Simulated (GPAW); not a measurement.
# Screening of a field by a 7-layer slab of Mo(110), part 2 of 2

Wanted: the out-of-plane polarisability of a 7-layer slab of Mo(110).

GPAW 26.7.0; GPAW, PAW setups; slab in vacuum, relaxation (the session's first sound run).

So far. Step 5 (In a field): The dipole is now -0.0634 e Å, against 0.0040 in the run without a field.

## Step 8: Field on

File run.py:

```python
import json
import numpy as np
from ase import Atoms
from gpaw import GPAW, PW
from gpaw.external import ConstantElectricField

slab = Atoms(
    ['Mo', 'Mo', 'Mo', 'Mo', 'Mo', 'Mo', 'Mo'],
    positions=[
        [0.00000, 0.00000, 7.00000],
        [2.22739, -0.00000, 9.22739],
        [0.00000, 0.00000, 11.45477],
        [2.22739, -0.00000, 13.69152],
        [-0.00000, 0.00000, 15.93202],
        [2.22739, -0.00000, 18.17988],
        [0.00000, -0.00000, 20.31777]],
    cell=[[2.22739, -1.575, 0.0], [2.22739, 1.575, 0.0], [0.0, 0.0, 27.36432]],
    pbc=[True, True, False])

slab.calc = GPAW(mode=PW(400), xc='PBE', kpts={'size': (12, 12, 1), 'gamma': True},
                 occupations={'name': 'fermi-dirac', 'width': 0.1}, nbands='160%',
                 convergence={'density': 1e-05}, maxiter=200,
                 poissonsolver={'dipolelayer': 'xy'},
                 external=ConstantElectricField(0.1, [0, 0, 1]),
                 symmetry={'tolerance': 1e-3}, txt='slab.txt')
result = {}
energy = slab.get_potential_energy()
fermi = slab.calc.get_fermi_level()
v = slab.calc.get_electrostatic_potential().mean((0, 1)) - fermi
n = slab.calc.get_pseudo_density().mean((0, 1))
L = slab.cell[2, 2]
z = np.arange(len(v)) * L / len(v)
low, high = slab.positions[:, 2].min(), slab.positions[:, 2].max()
below, above = np.interp([low - 4.8, high + 4.8], z, v)
slopes = [np.interp(x, z, np.gradient(v, z)) for x in (low - 4.8, high + 4.8)]
eps = np.array([[slab.calc.get_eigenvalues(k, s) for k in range(len(slab.calc.get_ibz_k_points()))]
                for s in range(slab.calc.get_number_of_spins())]) - fermi
top, bottom = eps[eps < 0].max(), eps[eps > 0].min()
dipole = slab.get_dipole_moment()[2]
print(f'energy {energy:.4f} eV, Fermi level {fermi:.4f} eV, dipole {dipole:.5f} e A')
print(f'potential 4.8 A off the faces, from the Fermi level: lower {below:.4f} eV, upper {above:.4f} eV')
print(f'slope of the potential there: lower {slopes[0]:.5f}, upper {slopes[1]:.5f} eV/A')
print(f'nearest levels on the mesh: {top:.4f} and {bottom:.4f} eV')
print('magnetic moment', round(slab.get_magnetic_moment(), 3))
result.update(energy=energy, fermi=fermi, dipole=dipole, below=below, above=above, slopes=slopes, edges=[top, bottom],
              z=z.tolist(), v=v.tolist(), n=n.tolist(), positions=slab.positions.tolist(),
              forces=slab.get_forces(apply_constraint=False).tolist(), moments=slab.get_magnetic_moments().tolist())
json.dump(result, open('result.json', 'w'))
```

Command:

```sh
OMP_NUM_THREADS=1 OPENBLAS_NUM_THREADS=1 python run.py
```

Run time: 12 min. Hardware: 1 thread of Intel Xeon Platinum 8488C (Sapphire Rapids), shared host; peak memory 0.63 GiB.

The electrostatic potential energy of an electron (without an applied field's), less the Fermi level, planar mean oscillates, so the rows of the table below give means over windows of 2.24 Å about each position, cut where the curve ends. Its maxima inside the range that stand out by 2 % of the span (Å: eV): 0.5: 5.51, 8.1: -1.52, 10.4: -1.91, 12.6: -2.02, 14.9: -2.21, 17.1: -2.45, 19.2: -3.53. Its minima: 7.1: -27.2, 9.2: -28.1, 11.4: -28.2, 13.7: -28.5, 15.9: -28.7, 18.2: -29.1, 20.3: -28.8.

The electrostatic potential energy of an electron (without an applied field's), less the Fermi level, planar mean by z; means over each step:

z (Å), electrostatic potential energy of an electron (without an applied field's), less the Fermi level, planar mean (eV) and a bar from the least value:
```
     1.12        5.4 ##############################
     3.36        5.5 ##############################
     5.60       -0.3 ######################
     7.84      -12.8 ###
    10.08      -13.3 ###
    12.32      -13.3 ###
    14.56      -13.5 ##
    16.80      -13.7 ##
    19.04      -15.2 
    21.28       -7.9 ###########
    23.52        3.6 ###########################
    25.76        3.7 ###########################
```

The dipole is now 0.0713 e Å, against 0.0040 in the run without a field.

## Step 9: In a field

Changes to run.py since step 8:

```diff
@@ -23,3 +23,3 @@
                  poissonsolver={'dipolelayer': 'xy'},
-                 external=ConstantElectricField(0.1, [0, 0, 1]),
+                 external=ConstantElectricField(0.2, [0, 0, 1]),
                  symmetry={'tolerance': 1e-3}, txt='slab.txt')
```

Wall time 16 min (1 thread); peak memory 0.63 GiB.

The dipole is now 0.139 e Å, against 0.0040 in the run without a field.

## Step 10: Field on

Changes to run.py since step 9:

```diff
@@ -23,3 +23,3 @@
                  poissonsolver={'dipolelayer': 'xy'},
-                 external=ConstantElectricField(0.2, [0, 0, 1]),
+                 external=ConstantElectricField(0.3, [0, 0, 1]),
                  symmetry={'tolerance': 1e-3}, txt='slab.txt')
```

The job ended after 15 min (1 thread; peak memory 0.62 GiB).

The electrostatic potential energy of an electron (without an applied field's), less the Fermi level, planar mean oscillates, so the rows of the table below give means over windows of 2.24 Å about each position, cut where the curve ends. Its maxima inside the range that stand out by 2 % of the span (Å: eV): 0.5: 7.27, 8.1: -0.413, 10.4: -1.25, 12.6: -1.80, 14.9: -2.44, 17.1: -3.13, 19.2: -4.64. Its minima: 7.1: -25.9, 9.2: -27.2, 11.4: -27.8, 13.7: -28.5, 15.9: -29.2, 18.2: -30.0, 20.3: -30.1.

Electrostatic potential energy of an electron (without an applied field's), less the Fermi level, planar mean against z; means over each step:

```
z (Å)  electrostatic potential energy of an electron (without an applied field's), less the Fermi level, planar mean (eV)
 1.12                                                                                                                7.04
 3.36                                                                                                                7.23
 5.60                                                                                                                1.30
 7.84                                                                                                               -11.7
10.08                                                                                                               -12.6
12.32                                                                                                               -13.0
14.56                                                                                                               -13.7
16.80                                                                                                               -14.3
19.04                                                                                                               -16.2
21.28                                                                                                               -9.40
23.52                                                                                                                1.88
25.76                                                                                                                1.95
```

The dipole is now 0.206 e Å, against 0.0040 in the run without a field.

## Step 11: The series

The members are put on one axis.

This step: induced dipole against applied field (GPAW 26.7.0).

Table of dipole along the normal by field:

```
field (V/Å)  dipole along the normal (e·Å)
     -0.200                         -0.131
     -0.100                        -0.0634
     -0.050                        -0.0296
      0.000                        0.00396
      0.050                         0.0376
      0.100                         0.0713
      0.200                          0.139
      0.300                          0.206
```

## Step 12: What came out

```json
{"work function, upper and lower face": "4.537 and 4.639 eV", "dipole along the normal": "0.00396 e Å", "induced dipole per field": "0.674 e Å per V/Å", "out-of-plane polarisability per area, α/(ε0 A)": "17.4 Å"}
```

What this shows: The field induces 0.674 e Å per V/Å, a polarisable thickness α/(ε0 A) of 17.4 Å beside 13.3 Å between the outermost nuclei. A perfect conductor would give the distance between its two image planes; a dielectric of thickness t gives t(1 - 1/ε). The two faces differ by 0.10 eV, the step that the slab's dipole makes (e p/(ε0 A) gives 0.10 eV), so the dipole layer is needed. The lowest atoms were held at bulk positions, which alone makes the faces unlike. The measured value for this face is 4.95 eV (as compiled in "Anisotropic work function of elemental crystals", 2019, arxiv:1902.07811); the relaxed upper face lies 0.41 eV under it with PBE. Measured work functions scatter by a tenth of an eV or more between methods. The induced dipole is linear in the field over this range. The in-plane lattice was kept as typed, which isn't the functional's own and leaves some strain; spin-orbit coupling and temperature are left out.

[Logs are printed without paths, hosts, clocks, repeated set-up lines and the standing remarks that a program may print on its own settings, such as how far it seeks lower states.]

[Hosts, paths, dates, database ids (printed as entryN), source tags and the programs' standing remarks are cut or masked in the printed files.]
